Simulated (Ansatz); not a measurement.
# Is Hf-Sc stack of (100) layers a stable metal?, part 2 of 3

The plan: relax Hf-Sc stack of (100) layers, check its phonons, and, if the lattice is stable, compute its Eliashberg function and ρ(T).

Ansatz 0.2.0; DFT LDA, scalar-relativistic, plane waves, PAW; PAW set soft_1.

So far: Starting point; Rough relaxation; Relaxation.

### 4. Tight relaxation

Phonons are second derivatives about the minimum, so the remaining forces must be small: the thresholds are tightened.

input.yaml reads:

```yaml
crystal:
  lattice:
    - [2.9689457081, 0.0, 0.0]
    - [0.0, 2.9689457081, 0.0]
    - [0.0, 0.0, 28.4434864415]
  atoms:
    - { symbol: Hf, position: [0.0, 0.0, 0.1983491968] }
    - { symbol: Sc, position: [0.5, 0.5, 0.2700089993] }
  periodic: [true, true, false]
kpoints:
  mp_grid: { grid: [10, 10, 1] }
hamiltonian:
  xc: lda
  pseudopotentials: { kind: paw, azcp: { folder: soft_1 }, xc_functional: pbe }
scf:
  occupations: { method: methfessel_paxton, width: 0.2 }
output:
  forces: true
  stress: true
  eigenvalues: true
  write_density: true
  write_potential: true
  elf: true
  volumetric_format: npy
relax:
  adjacent_minimum: "off"
  f_tol: 0.001
  max_steps: 60
  cell: { stress_2d_tol: 0.002 }
```

The run is started by

```sh
ansatz run input.yaml --threads 8 --pin off --max-ram 20480MiB --backend cpu --events-out ev --progress --plain --runs-dir out
```

Numbers of over 12 decimals in the logs are rounded to 6 here.

Output:

```text
[the first part of the log is left out]
  E_xc         = -349.811691
  E_vxc        = -360.601739  (∫ρ·V_xc dr)
  E_paw        = -8397.837649  (= ΣΔE_a)
  E_vpaw       = -238.426449  (= ΣTr[D̂ρ^β])
  E_aug_tail   = 0.000135  (compensation charges beyond the density's cutoff)
  E_ewald      = 36363.588808
  E_core_change = 2.762011  (= ΣΔE_core)
  E_smearing   = -0.003691  (= −TS)
  E_closure    = -0.000000  (closes the sum)
  Σ components = -17564.671225   (vs F -17564.671225, Δ=0.00e0)
--- Forces (eV/Å), atoms counted from 1 ---
  atom   1  Hf     0.00000000     0.00000000    -0.00008828
  atom   2  Sc    -0.00000000     0.00000000     0.00018197
  max |Σ_I F_I| component: 9.37e-5 eV/Å
--- 2D stress c σ (N/m, compression-positive) ---
        0.001389       0.000000       0.000000
        0.000000       0.001389       0.000000
        0.000000       0.000000       0.000000
  P = ½ c Tr σ = 0.0014 N/m
--- Band table (eV; the first three rows and the last of 21) ---
[...]
--- Relaxed structure (4 steps of the walk, 3 accepted, 1 SCFs on fresh bases) ---
[...]
cell:  # Å, volume = 250.8051 Å³
    - [2.969455, 0.0, 0]
    - [0.0, 2.969455, 0.0]
    - [0, 0.0, 28.4434864415]
  atoms:
    - { symbol: Hf, position: [0, 0.0, 0.198376] }
    - { symbol: Sc, position: [0.500000, 0.500000, 0.269982] }
```

It took 11 s on 8 threads of Arm Neoverse V2, shared host; peak memory 0.69 GiB.

Little changed from the start: no atom moved by 0.005 Å and no cell edge by 0.1 %.

Valence density in the ca plane at fractional y = 0.000, with atoms of Hf within 0.2 Å of it. It is the smooth field of the valence electrons, not physical close to the nuclei.

Values in e/Å³, 5 rows by 16 columns, each cell a mean:
```
 0  0  0  0  0 14  4  0  0  0  0  0  0  0  0  0
 0  0  0  0  0  1  0  0  0  0  0  0  0  0  0  0
 0  0  0  0  0  0  0  0  0  0  0  0  0  0  0  0
 0  0  0  0  0  2  1  0  0  0  0  0  0  0  0  0
 0  0  0  0  0 24  6  0  0  0  0  0  0  0  0  0
```
Columns run along c (16.0 Å, from fractional 0.00 to 0.56 of the cell), rows up along a (3.0 Å). Atoms in or near the plane, at fractional coordinates: Hf at (0.20, 0.00).

Electrostatic potential energy in the ca plane at fractional y = 0.000, with atoms of Hf within 0.2 Å of it. With pseudopotentials it is smooth inside the atoms' cores, unlike the true potential.

Ten even steps from '0' (-33 eV) to '9' (0 eV), each cell a mean:
```
99999999999862000048999999999999999999999999
99999999999975100268999999999999999999999999
99999999999987645688888899999999999999999999
99999999999998777899888889999999999999999999
99999999999988766889888899999999999999999999
99999999999986312478988999999999999999999999
99999999999873000058999999999999999999999999
99999999999862021037999999999999999999999999
```
Columns run along c (16.0 Å, from fractional 0.00 to 0.56 of the cell; values clipped at the 3rd and 97th percentile), rows up along a (3.0 Å). Atoms in or near the plane, at fractional coordinates: Hf at (0.20, 0.00).

ELF in the ca plane at fractional y = 0.000, with atoms of Hf within 0.2 Å of it. It is the smooth field of the valence electrons, not physical close to the nuclei.

Ten even steps from '0' (0.00) to '9' (0.87), each cell a mean:
```
00000000011115899733689887532100000000000000
00000000011113677424666665432100000000000000
00000000112222233356532344321100000000000000
00000000112332223677411123321000000000000000
00000000112322223466421233321000000000000000
00000000012212455335544554421100000000000000
00000000011114799623678876532100000000000000
00000000011115999832689987542100000000000000
```
Columns run along c (16.0 Å, from fractional 0.00 to 0.56 of the cell), rows up along a (3.0 Å). Atoms in or near the plane, at fractional coordinates: Hf at (0.20, 0.00).

### 5. Phonons by linear response: q 2×2×1, k 6×6×1

Couplings are defined for a stable lattice alone, so phonons come first.

input.yaml, the sections that differ from step 4:

```yaml
crystal:
  lattice:
    - [2.9694554087, 0.0, 0.0]
    - [0.0, 2.9694554087, 0.0]
    - [0.0, 0.0, 28.4434864415]
  atoms:
    - { symbol: Hf, position: [0.0, 0.0, 0.1983762877] }
    - { symbol: Sc, position: [0.5, 0.5, 0.2699819084] }
  periodic: [true, true, false]
kpoints:
  mp_grid: { grid: [6, 6, 1] }
output:
  eigenvalues: true
phonons:
  method: dfpt
  qmesh: [2, 2, 1]
  temperatures: { t_max: 1000, t_step: 50 }
  qpath:
    path: [[0.0, 0.0, 0.0], [0.0, 0.5, 0.0], [0.5, 0.5, 0.0], [0.0, 0.0, 0.0]]
    npoints: 10
# hamiltonian, scf: as in step 4
# relax: removed
```

Output:

```text
[...]
Crystal: 2 atoms, lattice volume = 250.805 Å³
Basis set: ecut = 420 eV, 4755 PW (Γ), exchange–correlation on 40×40×384 points (8 copies of the dense FFT grid, shifted against one another)
Bands: 23, of which v1, the nominal top of the filled ones, is band 19 counted from 1 (18 counted from 0)
Symmetry: 8 space group operations
k-points: 10 of 36
[...]
SCF iter   1: F=—  HF=-17567.626048 eV  |F-HF|=—  |Δ(HF+E_count)|=         —  Δρ=2.65e-2  dr2=1.25e1  ethr=3.10e-3  ⟨swp⟩=9.3  Hψ=1414  notcnv=0
[...]
SCF iter  17: F=-17564.682881 eV  HF=-17564.682881 eV  |F-HF|=1.13e-10  |Δ(HF+E_count)|=  6.91e-11  S|Δr|=    0.00e0  Δρ=2.73e-8  dr2=1.86e-12  ethr=1.00e-12  ⟨swp⟩=12.0  Hψ=1900  notcnv=0
SCF 1 converged in 17 iterations: F = -17564.682881 eV  dr2 = 1.86e-12
[...]
phonons: the bands overlap, so this run is a metal and interpolates without the dipole-dipole term. If the crystal is really an insulator or semiconductor, its LO-TO splitting is missing
NSCF: frozen V_eff on 10 k-points
[...]
DFPT response loops at q = (0, 0, 0) (fractional): preconditioner auto → none (partly filled bands, converged f_vac=0.760); β = 0.50; Broyden in place of MSR1
[...]
SCF converged after 17 iterations
Stability not checked: this state was not tested for a lower state beside it, because cold or Methfessel-Paxton smearing, or corrected tetrahedra, fill the levels in a way that the test cannot read (fill_not_monotonic; see scf.lower_state_search)
Free energy (F): -17564.682881 eV
[...]
Internal energy: -17564.668893 eV  (E = F + TS)
E sigma→0 (E₀):  -17564.679384 eV
Entropy (-TS):   -0.013988 eV (-6.994 meV/atom)
Fermi energy:    -3.892092 eV
[...]
--- Band table (eV; the first three rows and the last of 10) ---
  k-point 0: bands = [... 15 lower, -9.1829, -6.7496, -5.2582, -4.1978, -3.3742, -3.0574, -1.2830, -1.2830]
  k-point 1: bands = [... 15 lower, -8.5053, -6.2628, -4.7779, -4.0257, -3.3773, -2.6430, -1.5267, -1.2407]
  k-point 2: bands = [... 15 lower, -7.0475, -5.5952, -3.9512, -3.6309, -3.3182, -2.1299, -1.4145, -1.3799]
  k-point 9: bands = [... 15 lower, -6.2335, -5.3656, -4.5855, -4.5855, -1.3714, -1.3714, -0.3135, 0.1151]
--- Phonons (Γ-DFPT): 4 representative perturbations + reference (Σ response iterations 19) ---
  ASR residual: 2.414e-5 → 0.000e0 eV/Å²; symmetrization residual: 1.338e-5 eV/Å²
  ASR residual per site (eV/Å²): 1.34e-5 2.41e-5
  Γ frequencies (cm⁻¹): 0.00 0.00 0.00 146.60 146.60 236.91
--- Phonons (arbitrary-q DFPT): 3 irreducible q on the 2×2×1 mesh ---
  q = [0.0000, 0.0000, 0.0000] (star 1, of the zone-centre solve; hermiticity 3.61e-6, symmetrization 1.13e-11): -0.00 -0.00 0.00 146.60 146.60 236.91
  q = [0.0000, -0.5000, 0.0000] (star 2, 6 solved perturbations on 16 of 36 k-point pairs; hermiticity 1.17e-6, symmetrization 3.80e-8): 33.18 56.22 71.27 102.22 185.29 239.90
  q = [-0.5000, -0.5000, 0.0000] (star 1, 4 solved perturbations in 52 linear systems a pass and spin channel, the states on 16 of 36 k-point pairs; hermiticity 3.95e-7, symmetrization 1.40e-9): -22.03 137.56 137.56 145.45 273.51 273.51
  sum rule: each row above includes the acoustic sum rule's correction from the zone centre's row sums; it moved no ω² by more than (0.38 cm⁻¹)²
  mesh force constants: q→R imaginary residual 1.94e-17; ASR residual 2.414e-5 → 0.000e0 eV/Å²; symmetrization residual 2.665e-15 eV/Å²
  interpolated dispersion: 31 rows × 6 modes
  density of states and harmonic sums: on the 22×22×1 q-mesh, interpolated from the force constants of a 2×2×1 supercell (no non-analytic term)
  largest difference from the sums on the solved wave vectors: F 1.03e-1 eV, S 1.40e-4 and C_V 3.63e-5 eV/K
  zero-point energy: 0.046486 eV/cell   skipped modes (ω ≤ 0): 50, of them read as no rigid motion or as one in doubt: 47 (5.723e-1 modes/cell left out, lowest -39.81 cm⁻¹)   left out of the sums: 9.64e-2 of the cell's modes: C_V's classical limit lies that fraction below 3 k_B per atom; for a crystal, a wire or a layer, F and S can be off by more, and a phonons.interpolated_qmesh denser along its periods is the remedy for the sampling
```

Run time: 26 s. Hardware: 8 threads; peak memory 0.95 GiB; 2.9 min of CPU time.

Reading the cycles: dr2 is the Hartree energy of the density residual (eV), the measure of convergence; HF is the Harris–Foulkes estimate of the energy, which meets the free energy F at convergence.

This step gave:

* share of imaginary modes in the plain interpolation between solved wavevectors: 0.0923
* highest frequency, solved or plainly interpolated: 273.5 cm⁻¹

Solved on the 2×2×1 mesh alone; all other wavevectors are interpolated. Phonon branches along the path, in cm⁻¹:

```tsv
point	branch 1	branch 2	branch 3	branch 4	branch 5	branch 6
Γ	0	0	0	147	147	237
halfway	-34	4	78	128	197	212
X	33	56	71	102	185	240
halfway	38	99	100	171	208	257
M	-22	138	138	145	274	274
halfway	-34	86	88	190	202	203
Γ	0	0	0	147	147	237
```

The phonon branches as a text plot (rows in cm⁻¹):

```
    267 |                         ***********
    254 |                      ***  **       ***
    241 |**            ********                 **            ***
    228 |  ****     ***           **              **       ***
    215 |      *****                                     **
    202 |       *****            *                  *****
    189 |      *     ********* **                   *****
    176 |                     ****                **   **
    163 |  ****                   ****       *****       **
    150 |****                 *       *******              ******
    137 |    ***                      *******
    123 |       ****        **      ***    *****
    110 |           ***   **      **            **
     97 |              ***       *                **
     84 |         *****       ***                   ***
     71 |      ***     ********                        **
     58 |    **          *****                           **
     45 |  **          ** *******                        *****
     32 |            *****       ***                       ***
     19 | *       ***               **                        **
      6 |*      **                           *****              *
     -7 | ******    *                 *
    -20 | ***                          ******     **          **
    -33 |    *******                                **********
         Γ               X               M                      Γ
```

Lowest modes at the softest wavevector of the mesh. Modes at q = (0.500, 0.500, 0.000), with each element's share of the kinetic energy (negative means imaginary):

```tsv
mode	frequency (cm⁻¹)	Hf %	Sc %
1	-22.0	100	0
2	137.6	98	2
3	137.6	98	2
4	145.4	0	100
5	273.5	2	98
6	273.5	2	98
```

Displacements in mode 1 (-22.0 cm⁻¹), the largest set to 1, in the home cell:
```
Hf1 0.00 0.00 1.00
Sc2 0.00 0.00 0.00
```

Displacements in mode 5 (273.5 cm⁻¹), the largest set to 1, in the home cell:
```
Hf1  0.00  0.06  0.00
Sc2 -1.00  0.00  0.00
```

Among the solved wavevectors the lowest mode, translations apart, is -22 cm⁻¹, imaginary.

### 6. Phonons by linear response: q 2×2×1, k 8×8×1

An imaginary mode on so few k-points may come from the sampling, so the phonons are repeated with another k mesh.

input.yaml: that of step 5 with these lines changed.

```diff
@@ -10,3 +10,3 @@
 kpoints:
-  mp_grid: { grid: [6, 6, 1] }
+  mp_grid: { grid: [8, 8, 1] }
 hamiltonian:
```

The mesh is denser.

Output:

```text
[...]
Crystal: 2 atoms, lattice volume = 250.805 Å³
Basis set: ecut = 420 eV, 4755 PW (Γ), exchange–correlation on 40×40×384 points (8 copies of the dense FFT grid, shifted against one another)
Bands: 23, of which v1, the nominal top of the filled ones, is band 19 counted from 1 (18 counted from 0)
Symmetry: 8 space group operations
k-points: 15 of 64
[...]
SCF iter   1: F=—  HF=-17567.616803 eV  |F-HF|=—  |Δ(HF+E_count)|=         —  Δρ=2.68e-2  dr2=1.27e1  ethr=3.10e-3  ⟨swp⟩=9.7  Hψ=2129  notcnv=0
[...]
SCF iter  17: F=-17564.650572 eV  HF=-17564.650572 eV  |F-HF|=8.73e-11  |Δ(HF+E_count)|=  4.15e-10  S|Δr|=    0.00e0  Δρ=4.26e-8  dr2=3.97e-12  ethr=1.00e-12  ⟨swp⟩=14.4  Hψ=3018  notcnv=0
SCF 1 converged in 17 iterations: F = -17564.650572 eV  dr2 = 3.97e-12
[...]
WARN: eigensolver did not converge (k=5): 1 band(s) unlocked after 2 eigensolves, warm-restarted (20 sweeps on the last) at ethr=1.00e-12 eV (storage-precision floor; scheduled 1.00e-12 eV) (lowest unlocked band 22, counted from 0; max residual 1.87e-5 eV among the unlocked bands, 1.87e-5 eV over every band; other slots of this pass that fall short are told together in one closing line; warning suppressed until the next SCF loop or pass starts)
[...]
SCF converged after 17 iterations
[...]
Free energy (F): -17564.650572 eV
[...]
Internal energy: -17564.634863 eV  (E = F + TS)
E sigma→0 (E₀):  -17564.646644 eV
Entropy (-TS):   -0.015709 eV (-7.855 meV/atom)
Fermi energy:    -3.909184 eV
Step filling:    the computed levels leave a gap of 0.0600 eV = 0.3 smearing widths at the electron count; against every level under it full and every level over it empty, smearing changes F+E_penalty+E_count by -4.891 meV and its σ→0 estimate by -0.964 meV
[...]
--- Band table (eV; the first three rows and the last of 15) ---
  k-point 0: bands = [... 15 lower, -9.2548, -6.8107, -5.3267, -4.2379, -3.4044, -3.1137, -1.3523, -1.3523]
  k-point 1: bands = [... 15 lower, -8.8601, -6.5161, -5.0574, -4.1371, -3.3810, -2.8938, -1.5228, -1.3218]
  k-point 2: bands = [... 15 lower, -7.8728, -5.9237, -4.3066, -3.9388, -3.5319, -2.2424, -1.5984, -1.4388]
  k-point 14: bands = [... 15 lower, -6.3158, -5.4355, -4.6610, -4.6610, -1.4219, -1.4219, -0.3650, 0.0515]
[...]
ASR residual: 2.027e-5 → 0.000e0 eV/Å²; symmetrization residual: 1.900e-5 eV/Å²
  ASR residual per site (eV/Å²): 1.65e-5 2.03e-5
  Γ frequencies (cm⁻¹): 0.00 0.00 0.00 143.29 143.29 223.64
--- Phonons (arbitrary-q DFPT): 3 irreducible q on the 2×2×1 mesh ---
[...]
interpolated dispersion: 31 rows × 6 modes
[...]
```

Elapsed: 36 s, on 8 threads; peak memory 1 GiB.

Numbers from this step:

* share of imaginary modes in the plain interpolation between solved wavevectors: 0.0499
* highest frequency, solved or plainly interpolated: 260.1 cm⁻¹

Solved on the 2×2×1 mesh alone; all other wavevectors are interpolated. Phonon branches along the path, in cm⁻¹:

```tsv
point	branch 1	branch 2	branch 3	branch 4	branch 5	branch 6
Γ	0	0	0	143	143	224
halfway	-20	23	77	127	197	208
X	46	68	68	103	191	242
halfway	56	101	103	180	198	251
M	41	138	138	159	260	260
halfway	21	84	92	192	197	199
Γ	0	0	0	143	143	224
```

The phonon branches as a text plot (rows in cm⁻¹):

```
    254 |                      **************
    242 |              ********     **       ***
    230 |           ***                         **
    218 |*******  **              **              **       ******
    206 |       ****                                   ****
    194 |       **  **********   *                  ***
    182 |      *              ****              ****   **
    170 |    **                ** *****      ***         **
    158 |  **                          ******            *****
    146 |****                 *                               ***
    134 |    ***                      **********
    122 |       ****        **      **       *****
    110 |           ***** **      **            ****
     98 |                *       *                **
     86 |         *****       ***                   ***
     74 |      ***     ********                        **
     61 |    **        ** ********                       **
     49 |            *******      *****      *****
     37 |  **       ***                ******     **       ***
     25 | *     *****                               ***       **
     13 |  *****  **
      1 |**                                                     *
    -11 | *
    -23 |  *******                                     *********
         Γ               X               M                      Γ
```

Lowest modes at the softest wavevector of the mesh. The modes at q = (0.500, 0.500, 0.000) (shares of kinetic energy by element, %):

```tsv
mode	frequency (cm⁻¹)	Hf %	Sc %
1	41.0	100	0
2	137.8	100	0
3	137.8	100	0
4	159.0	0	100
5	260.1	0	100
6	260.1	0	100
```

Displacements in mode 1 (41.0 cm⁻¹), the largest set to 1, in the home cell:
```
Hf1 0.00 0.00 1.00
Sc2 0.00 0.00 0.00
```

Displacements in mode 5 (260.1 cm⁻¹), the largest set to 1, in the home cell:
```
Hf1  0.00  0.03  0.00
Sc2 -1.00  0.00  0.00
```

The modes has structure finer than the step of the table below, so its rows give means over 10 cm⁻¹, whole bins alone (the curve runs from -38.5 to 277 cm⁻¹). Peaks (cm⁻¹: height): Hf -26.6: 0.0203, 44.9: 0.0429, 60.7: 0.0304, 84.6: 0.0389, 118.3: 0.0149, 191.7: 0.00744; Sc 144.1: 0.0141, 154.0: 0.0187, 167.9: 0.0175, 183.8: 0.0364, 203.6: 0.0407, 219.5: 0.0258, 241.3: 0.0311.

Phonopy on the run's constants, 19x19x1 mesh, Gaussian sigma 2.3 cm⁻¹. Table of modes by wavenumber; means over each step; values in 1/cm⁻¹/cell:

```tsv
wavenumber (cm⁻¹)	Hf	Sc
-30	0.00921	0.00213
-20	0.0122	0.00282
-10	0.00289	6.5e-4
0	0.00134	3.3e-4
10	0.00332	7.6e-4
20	0.0110	0.00242
30	0.0128	0.00248
40	0.0266	0.00321
50	0.0361	0.00270
60	0.0253	0.00194
70	0.0186	0.00148
80	0.0313	0.00247
90	0.0272	0.00231
100	0.0157	0.00287
110	0.0129	0.00719
120	0.0117	0.00642
130	0.0104	0.0110
140	0.00482	0.0126
150	0.00172	0.0127
160	0.00130	0.0142
170	0.00253	0.0143
180	0.00401	0.0285
190	0.00666	0.0283
200	0.00420	0.0311
210	0.00277	0.0167
220	0.00217	0.0232
230	4.1e-4	0.0143
240	4.2e-4	0.0252
250	1.7e-4	0.0182
260	2.9e-5	0.00757
270	0	3.3e-5
```

No LO-TO term; unit eigenvectors of the mass-weighted matrix. The modes at Γ (shares of kinetic energy by element, %):

```tsv
mode	frequency (cm⁻¹)	symmetry	Hf %	Sc %
1	0.0	unnamed	80	20
2	0.0	unnamed	80	20
3	0.0	unnamed	80	20
4	143.3	E	20	80
5	143.3	E	20	80
6	223.6	A1	20	80
```

Displacements in mode 4 (143.3 cm⁻¹), the largest set to 1:
```
Hf1 -0.25 -0.04  0.00
Sc2  1.00  0.14  0.00
```

Displacements in mode 6 (223.6 cm⁻¹), the largest set to 1:
```
Hf1  0.00  0.00 -0.25
Sc2  0.00  0.00  1.00
```

Among the solved wavevectors the lowest mode, translations apart, is 41 cm⁻¹, so these are real on this k mesh.

[end of part 2 of 3]

[Logs are printed without paths, hosts, clocks, repeated set-up lines and the standing remarks that a program may print on its own settings, such as how far it seeks lower states.]

[Hosts, paths, dates, database ids (printed as entryN), source tags and the programs' standing remarks are cut or masked in the printed files.]
